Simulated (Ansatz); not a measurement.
## NaF (Fm-3m):Na_i (8-fold void), thermodynamic levels from a 54-atom cell

Aim: at which Fermi levels does Na_i (8-fold void) in NaF (Fm-3m) change its charge? The model is a cell of 54 host atoms with 1 Na put in.

Program: Ansatz 0.2.0. Level of theory: place-levels on HSE06 runs: charge-transition levels and formation energies with image-charge correction and potential alignment at the atomic sites. Results are calculated unless marked as measured.

## (1) The starting structure

The cell holds 55 atoms: 28 Na and 27 F. Cell: a = 9.816 Å, b = 9.816 Å, c = 9.816 Å, α = 60.0°, β = 60.0°, γ = 60.0°. It derives from NaF (space group Fm-3m). Nearest the centre at fractional (0.250, 0.250, 0.917): Na55 at 0.00 Å, Na25 at 2.00 Å, F2 at 2.00 Å, Na7 at 2.00 Å, Na19 at 2.00 Å, F12 at 2.00 Å, F24 at 2.00 Å, F6 at 2.00 Å.

Coordinates:

```xyz
55
Lattice="0.0000 6.9412 6.9412 6.9412 0.0000 6.9412 6.9412 6.9412 0.0000" Properties=species:S:1:pos:R:3 pbc="T T T"
Na    0.0000    0.0000    0.0000
F     2.3137    2.3137    2.3137
Na    2.3137    2.3137    0.0000
F     4.6275    4.6275    2.3137
Na    4.6275    4.6275    0.0000
F     6.9412    6.9412    2.3137
Na    2.3137    0.0000    2.3137
F     4.6275    2.3137    4.6275
Na    4.6275    2.3137    2.3137
F     6.9412    4.6275    4.6275
Na    6.9412    4.6275    2.3137
F     9.2550    6.9412    4.6275
Na    4.6275    0.0000    4.6275
F     6.9412    2.3137    6.9412
Na    6.9412    2.3137    4.6275
F     9.2550    4.6275    6.9412
Na    9.2550    4.6275    4.6275
F    11.5687    6.9412    6.9412
Na    0.0000    2.3137    2.3137
F     2.3137    4.6275    4.6275
Na    2.3137    4.6275    2.3137
F     4.6275    6.9412    4.6275
Na    4.6275    6.9412    2.3137
F     6.9412    9.2550    4.6275
Na    2.3137    2.3137    4.6275
F     4.6275    4.6275    6.9412
Na    4.6275    4.6275    4.6275
F     6.9412    6.9412    6.9412
Na    6.9412    6.9412    4.6275
F     9.2550    9.2550    6.9412
Na    4.6275    2.3137    6.9412
F     6.9412    4.6275    9.2550
Na    6.9412    4.6275    6.9412
F     9.2550    6.9412    9.2550
Na    9.2550    6.9412    6.9412
F    11.5687    9.2550    9.2550
Na    0.0000    4.6275    4.6275
F     2.3137    6.9412    6.9412
Na    2.3137    6.9412    4.6275
F     4.6275    9.2550    6.9412
Na    4.6275    9.2550    4.6275
F     6.9412   11.5687    6.9412
Na    2.3137    4.6275    6.9412
F     4.6275    6.9412    9.2550
Na    4.6275    6.9412    6.9412
F     6.9412    9.2550    9.2550
Na    6.9412    9.2550    6.9412
F     9.2550   11.5687    9.2550
Na    4.6275    4.6275    9.2550
F     6.9412    6.9412   11.5687
Na    6.9412    6.9412    9.2550
F     9.2550    9.2550   11.5687
Na    9.2550    9.2550    9.2550
F    11.5687   11.5687   11.5687
Na    8.0981    8.0981    3.4706
```

Known beforehand: the electronic dielectric constant, 1.90, and the static one, 5.29, computed on the host (DFPT, PBEsol).

The cell's shortest repeat is 9.8 Å.

## (2) The runs of each charge state

A transition level is the Fermi level at which two charge states cost the same, so each charge needs its own total energy, at its own relaxed structure.

Each atom starts 0.05 Å or so off its site in a random direction: a symmetric start keeps its symmetry, and would miss off-centre moves and Jahn–Teller distortions. Forces are taken at one point at (¼, ¼, ¼). The cell holds 1 electron more than the neutral one, with a uniform background that keeps it neutral on the whole.

One state's input; the others differ in charge, spin, start and seed, and in occupations where the table says so.

qm1.relax/input.yaml

```yaml
crystal:
  lattice:
    - [0.0, 2.31374787, 2.31374787]
    - [2.31374787, 0.0, 2.31374787]
    - [2.31374787, 2.31374787, 0.0]
  atoms:
    - { symbol: Na, position: [0.0, 0.0, 0.0] }
    - { symbol: F, position: [0.5, 0.5, 0.5] }
  supercell: [3, 3, 3]
  defects: [{ interstitial: { symbol: Na, position: [0.25, 0.25, 0.916667] } }]
total_charge: -1
basis:
  ecutwfc: 420
  xc_grid: 2
hamiltonian:
  xc: pbesol
kpoints:
  mp_grid: { grid: [1, 1, 1], shift: [0.25, 0.25, 0.25] }
scf:
  occupations: { method: fixed }
  max_iter: 100
output:
  forces: true
  charged_corrections:
    epsilon: 1.9
    static_epsilon: 5.29
    defect_position: [0.25, 0.25, 0.916667]
relax:
  f_tol: 0.02
  max_steps: 60
  random_displacement: { amplitude: 0.05, seed: 7741 }
checkpoint:
  write: "../qm1.relax.run"
  compress: false
  write_wavefunctions: true
  write_every: 100000
```

The run is started by

```bash
ansatz run input.yaml --threads 32 --pin off --max-ram 84787MiB --backend cuda --events-out ev --progress --plain --runs-dir out --max-vram 78GiB
```

Exact exchange opens the gap and lessens the self-interaction that spreads bound carriers; this run is a single point that starts from the saved hybrid relaxation.

The run of this state that the levels use, under HSE06:

qm1.hybq/input.yaml

```yaml
crystal:
  checkpoint: "../qm1.hrelax.run"
  host: checkpoint
total_charge: -1
basis:
  ecutwfc: 420
  xc_grid: 2
hamiltonian:
  xc: hse06
kpoints:
  mp_grid: { grid: [1, 1, 1], shift: [0.25, 0.25, 0.25] }
scf:
  occupations: { method: fixed }
  max_iter: 100
output:
  forces: true
  charged_corrections:
    epsilon: 1.9
    static_epsilon: 5.29
    defect_position: [0.25, 0.25, 0.916667]
  eigenvalues: true
checkpoint:
  read: "../qm1.hrelax.run"
  write: "../qm1.hybq.run"
  compress: false
  write_wavefunctions: false
  write_every: 100000
```

Relaxations under PBEsol at one point at (¼, ¼, ¼); times on 1 × NVIDIA GB200 with 32 threads of Arm Neoverse V2, shared host:

| charge | moment (μB) | occupations | outcome | steps | largest displacement against the far atoms (Å) | time |
| --- | --- | --- | --- | --- | --- | --- |
| −1 | 0 | fixed | converged | 5 | 0.41 | 2.5 s |
| 0 | 1 | fixed | converged | 5 | 0.40 | 3.1 s |
| +1 | 0 | fixed | converged | 5 | 0.40 | 2.4 s |

Relaxations under HSE06 at the zone centre alone; times on 1 × NVIDIA GB200 with 32 threads of Arm Neoverse V2, shared host:

| charge | moment (μB) | occupations | outcome | steps | largest displacement against the far atoms (Å) | time |
| --- | --- | --- | --- | --- | --- | --- |
| −1 | 0 | fixed | converged | 1 | 0.41 | 2.9 s |
| 0 | 1 | fixed | converged | 1 | 0.40 | 4 s |
| +1 | 0 | fixed | converged | 1 | 0.40 | 2.8 s |

Single points under HSE06 at one point at (¼, ¼, ¼); times on 1 × NVIDIA GB200 with 32 threads of Arm Neoverse V2, shared host:

| charge | moment (μB) | occupations | outcome | time |
| --- | --- | --- | --- | --- |
| −1 | 0 | fixed | converged | 4.6 s |
| 0 | 1 | fixed | converged | 7.7 s |
| +1 | 0 | fixed | converged | 4.5 s |

Distances (Å) from Na55 to the nearest atoms after relaxation with PBEsol:

| charge | moment (μB) | 1. | 2. | 3. | 4. | 5. | 6. |
| --- | --- | --- | --- | --- | --- | --- | --- |
| −1 | 0 | F 2.07 | F 2.07 | F 2.07 | F 2.07 | Na 2.40 | Na 2.40 |
| 0 | 1 | F 2.06 | F 2.06 | F 2.06 | F 2.06 | Na 2.40 | Na 2.40 |
| +1 | 0 | F 2.04 | F 2.04 | F 2.04 | F 2.04 | Na 2.39 | Na 2.39 |

## (3) Placing the levels, HSE06, the zone centre alone

Exact exchange opens the gap and lessens the self-interaction that spreads bound carriers; this run is a single point that starts from the saved hybrid relaxation.

qm1.hyb/input.yaml, as its differences from qm1.hybq/input.yaml of step 2:

```diff
@@ -10,3 +10,3 @@
 kpoints:
-  mp_grid: { grid: [1, 1, 1], shift: [0.25, 0.25, 0.25] }
+  mp_grid: { grid: [1, 1, 1] }
 scf:
@@ -21,5 +21,6 @@
   eigenvalues: true
+  eigenstates: { localisation: true }
 checkpoint:
   read: "../qm1.hrelax.run"
-  write: "../qm1.hybq.run"
+  write: "../qm1.hyb.run"
   compress: false
```

It took 2.5 s on 1 × NVIDIA GB200 with 32 threads of Arm Neoverse V2, shared host; peak memory 1.3 GiB; 9.4 s of CPU time.

levels.hyb.yaml

```yaml
host:
  run: host.hyb.run
states: [qm1.hyb.run, q0_M1.hyb.run, qp1.hyb.run]
geometry_from:
  qm1.hyb.run: qm1.hrelax.run
  q0_M1.hyb.run: q0_M1.hrelax.run
  qp1.hyb.run: qp1.hrelax.run
chemical_potentials:
  Na:
    energy: -1486.539577
    dataset: "<sha256 of the dataset>"
```

The run is started by

```bash
ansatz place-levels levels.hyb.yaml -- --threads 32 --pin off --max-ram 84787MiB
```

Numbers of over 12 decimals in the logs are rounded to 6 here.

Log:

```text
(+1/0) 7.770 eV above the valence edge, 0.739 eV under the conduction edge
(0/-1) 8.393 eV above the valence edge, 0.116 eV under the conduction edge
formation energy of charge +1: -3.918 eV with the Fermi level at the valence edge
formation energy of charge 0: +3.853 eV with the Fermi level at the valence edge
formation energy of charge -1: +12.246 eV with the Fermi level at the valence edge
  edges by hse06, gap 8.509 eV; the host is sampled to repeats of 9.82 Å
[... the lines on each state left out ...]
```

It took 0.16 s on 32 threads.

Under HSE06 the gap is 8.51 eV, (+1/0) 7.77, (0/−1) 8.39 eV.

## (4) place-levels, HSE06, one point at (¼, ¼, ¼)

A charged cell interacts with its images and the background, and its potential has another zero than the host's. place-levels removes the first by a point-charge model, screened by the static dielectric constant since the ions have relaxed around the charge, and the second by comparing potentials at atoms far from the defect.

The host is a run of the defect-free crystal in the same cutoffs, grids and k-points, so that basis and sampling errors cancel in part in the differences. The host is run in a cell of 2 atoms on a matching mesh. Its band edges are searched through the zone by a band path, so the gap is smaller than, or equal to, that on the mesh. Chemical potentials are energies per atom of Na (bcc), run with the same functional and cutoff.

levels.hybq.yaml

```yaml
host:
  run: host.hybq.run
states: [qm1.hybq.run, q0_M1.hybq.run, qp1.hybq.run]
geometry_from:
  qm1.hybq.run: qm1.hrelax.run
  q0_M1.hybq.run: q0_M1.hrelax.run
  qp1.hybq.run: qp1.hrelax.run
chemical_potentials:
  Na:
    energy: -1486.539577
    dataset: "<sha256 of the dataset>"
```

The run is started by

```bash
ansatz place-levels levels.hybq.yaml -- --threads 32 --pin off --max-ram 84787MiB
```

Log:

```text
[... repeated set-up lines and file paths are left out, and long positions are rounded to six places ...]
(+1/0) 8.009 eV above the valence edge, 0.495 eV under the conduction edge
(0/-1) 8.558 eV above the valence edge (+8.643 eV without the band-filling correction), in the conduction band
formation energy of charge +1: -3.916 eV with the Fermi level at the valence edge
formation energy of charge 0: +4.093 eV with the Fermi level at the valence edge
formation energy of charge -1: +12.652 eV with the Fermi level at the valence edge
  edges by hse06, gap 8.504 eV; the host is sampled to repeats of 9.82 Å
  the defect's cells are sampled to repeats of 9.82 Å, like sampling
  charge +1: -63520.5364 eV with its correction of +0.690 eV, at epsilon 5.29, aligned at sites: +0.2400 eV, mean over 22 atomic sites at or beyond 4.91 Å from the defect at [0.2500, 0.2500, 0.9167], with +0.000000 for the charge's moments and without [...]
  charge 0: +0.000 eV for its dipole among its images, +0.000 omitted
  charge -1: -63505.1475 eV with its correction of +0.004 eV, at epsilon 5.29, aligned at sites: +0.4459 eV, mean over 22 atomic sites at or beyond 4.91 Å from the defect at [0.2500, 0.2500, 0.9167], with +0.000000 for the charge's moments and without [...]
  of the host: a hybrid's levels can ripple along a path where its exchange mesh is coarse, and an extremum then takes the crest, of which none of its warnings tells: converge the edges in the exchange mesh (kpoints.mp_grid)
  of states[2] (qp1.hybq.run): how wide its charge is, is not read beside other atoms or cores, and a band state would take no correction. [...]
  of states[1] (q0_M1.hybq.run): its alignment with the host at atomic sites is doubtful: the mean over the far sites moves by -0.1418 eV from their farther parts to their nearer, more than 0.05 eV. [...]
  of states[0] (qm1.hybq.run): how wide its charge is, is not read beside other atoms or cores, and a band state would take no correction. [...]
```

It took 0.14 s on 32 threads.

Under HSE06 the gap is 8.50 eV, (+1/0) 8.01, (0/−1) 8.56 (outside the gap) (with band filling) eV; the stage before (HSE06, at other k-points) gave a gap of 8.51 eV and levels within 0.24 eV of these.

Levels between the charges placed, in eV above the valence top:

|  | gap (eV) | (+1/0) | (0/−1) |
| --- | --- | --- | --- |
| HSE06 | 8.50 | 8.01 | 8.56 |

Corrections by state:

| charge | moment (μB) | image terms and alignment (eV) | band filling (eV) | ε used | over the lowest of its charge, as the program ranks them, band filling apart (eV) |
| --- | --- | --- | --- | --- | --- |
| +1 | 0.0 | 0.690 | - | 5.29 | 0.000 |
| 0 | 1.0 | 0.000 | - | - | 0.000 |
| −1 | 0.0 | 0.004 | -0.085 | 5.29 | 0.000 |

From the program's caveats on the states, each cut to its opening words:

- charge +1, −1: how wide its charge is, is not read beside other atoms or cores, and a band state would take no correction
- charge +1: its alignment with the host at atomic sites is doubtful: the mean over the far sites moves by -0.1071 eV from their farther parts to their nearer, more than [...]
- charge +1: its displacements don't fall off away from the defect: farther atoms stand 0.021 Å off the host's places
- charge 0 (1 μB): its alignment with the host at atomic sites is doubtful: the mean over the far sites moves by -0.1418 eV from their farther parts to their nearer, more than [...]
- charge 0 (1 μB): its displacements don't fall off away from the defect: farther atoms stand 0.022 Å off the host's places
- charge 0 (1 μB), −1: flagged: gap may close across zone
- charge 0 (1 μB): flagged: stability check not made
- charge −1: a band-filling correction moves a carrier to the host's band edge, which changes its energy by -0.085 eV
- charge −1: its alignment with the host at atomic sites is doubtful: the mean over the far sites moves by -0.1714 eV from their farther parts to their nearer, more than [...]
- charge −1: its displacements don't fall off away from the defect: farther atoms stand 0.023 Å off the host's places

Chemical potentials of the elements' reference phases, run alike. Formation energy by charge state (elemental references; gap 8.50 eV):

| charge | at valence top (eV) | at conduction bottom (eV) | correction included (eV) |
| --- | --- | --- | --- |
| +1 | -3.92 | 4.59 | 0.69 |
| 0 | 4.09 | 4.09 | 0.00 |
| −1 | 12.65 | 4.15 | -0.08 |

```json
{"Fermi level (eV)": "0.00", "lowest formation energy (eV)": "-3.92"}
{"Fermi level (eV)": "0.77", "lowest formation energy (eV)": "-3.14"}
{"Fermi level (eV)": "1.54", "lowest formation energy (eV)": "-2.37"}
{"Fermi level (eV)": "2.32", "lowest formation energy (eV)": "-1.60"}
{"Fermi level (eV)": "3.09", "lowest formation energy (eV)": "-0.83"}
{"Fermi level (eV)": "3.86", "lowest formation energy (eV)": "-0.05"}
{"Fermi level (eV)": "4.64", "lowest formation energy (eV)": "0.73"}
{"Fermi level (eV)": "5.41", "lowest formation energy (eV)": "1.50"}
{"Fermi level (eV)": "6.19", "lowest formation energy (eV)": "2.27"}
{"Fermi level (eV)": "6.96", "lowest formation energy (eV)": "3.04"}
{"Fermi level (eV)": "7.73", "lowest formation energy (eV)": "3.82"}
{"Fermi level (eV)": "8.50", "lowest formation energy (eV)": "4.09"}
```

## (5) place-levels, PBE0 form with 0.526 exact exchange

PBE0 form with 0.526 exact exchange on the same structure is run to see how far the result rests on the functional.

qm1.hyb2/input.yaml, as its differences from qm1.hyb/input.yaml of step 3:

```diff
@@ -8,3 +8,3 @@
 hamiltonian:
-  xc: hse06
+  xc: { preset: pbe0, exx: 0.526 }
 kpoints:
@@ -21,6 +21,5 @@
   eigenvalues: true
-  eigenstates: { localisation: true }
 checkpoint:
   read: "../qm1.hrelax.run"
-  write: "../qm1.hyb.run"
+  write: "../qm1.hyb2.run"
   compress: false
```

Run time: 3.7 s. Hardware: 1 × NVIDIA GB200 with 32 threads; peak memory 1.5 GiB.

levels.hyb2.yaml

```yaml
host:
  run: host.hyb2.run
states: [qm1.hyb2.run, q0_M1.hyb2.run, qp1.hyb2.run]
geometry_from:
  qm1.hyb2.run: qm1.hrelax.run
  q0_M1.hyb2.run: q0_M1.hrelax.run
  qp1.hyb2.run: qp1.hrelax.run
```

The run is started by

```bash
ansatz place-levels levels.hyb2.yaml -- --threads 32 --pin off --max-ram 84787MiB
```

Log:

```text
(+1/0) 11.002 eV above the valence edge, 1.631 eV under the conduction edge
(0/-1) 11.632 eV above the valence edge, 1.001 eV under the conduction edge
  edges by {"exchange":"pbe","correlation":"pbe","exx":{"coeff":0.526,"omega":null}}, gap 12.633 eV; the host is sampled to repeats of 9.82 Å
[... the lines on each state left out ...]
```

The job ended after 0.15 s (32 threads).

Under PBE0 form with 0.526 exact exchange the gap is 12.63 eV, (+1/0) 11.00, (0/−1) 11.63 eV; the stage before (HSE06, at other k-points) gave a gap of 8.50 eV and levels within 3.07 eV of these.

## (6) Cost and result

Levels between neighbouring charges, in eV above each run's own valence top:

|  | gap (eV) | (+1/0) | (0/−1) | GPU time a state at this stage (restarts are quicker than cold starts) |
| --- | --- | --- | --- | --- |
| HSE06, zone centre alone | 8.51 | 7.77 | 8.39 | 3.8 s |
| HSE06, (¼, ¼, ¼) | 8.50 | 8.01 | 8.56 | 5.6 s |
| PBE0 form with 0.526 exact exchange on HSE06 structures, zone centre alone | 12.63 | 11.00 | 11.63 | 4.8 s |

## (7) Outcome

```
gap of the host                                                             : 8.50 eV (HSE06)
level (plus 1/0)                                                            : 8.01 eV above the valence top
level (0/minus 1)                                                           : 8.56 eV above the valence top, past the conduction bottom (8.64 eV above the valence top without the band-filling term)
lowest of the charges placed, just above the valence top (0.02 eV)          : +1
lowest of the charges placed, just below the conduction bottom (0.02 eV)    : 0
lowest formation energy at mid-gap of the charges run, elemental references : 0.34 eV
```

In words: Of the charges placed (−1, 0 and +1), the lowest changes at 8.01 eV (+1/0) above the valence top, in a gap of 8.50 eV. (+1/0) lies nearer to a band edge than the share of the finite-size correction in it (0.69 eV), and that correction holds for a localised charge alone. Charges above +1 were not placed, so these runs say nothing of levels that involve them. States placed: +1 at 0 μB; 0 at 1 μB; −1 at 0 μB. Other spin states or structures, where not listed, weren't placed. The program finds carriers beyond a band edge of the host and adds a band-filling term at charge −1 (-0.08 eV); steps to such a charge show no bound level, and a defect level inside a band would be read the same way. Under HSE06, the change of sampling (the zone centre alone against one point at (¼, ¼, ¼)) moves a level by 0.24 eV, which is the scale of doubt on levels at the coarser sampling. The program doubts the alignment of potentials for at least one state, a sign that the cell is small. What this leaves open: one k-point off the zone centre stands for the whole zone; where a gas molecule sets a chemical potential or the host's formation energy, its binding is uncorrected.

[Logs are printed without paths, hosts, clocks, repeated set-up lines and the standing remarks that a program may print on its own settings, such as how far it seeks lower states.]

[Hosts, paths, dates, database ids (printed as entryN), source tags and the programs' standing remarks are cut or masked in the printed files.]

[Where a table of states has a column of steps, it counts the stored structures, which are thinned; the runs took as many ionic steps or more.]

[A defect's name tells the site on which it was built; relaxed atoms can leave that site.]

[For some hosts the program warned that the k-mesh of the response run may be too coarse for force constants and the static dielectric constant; such warnings are not shown here.]
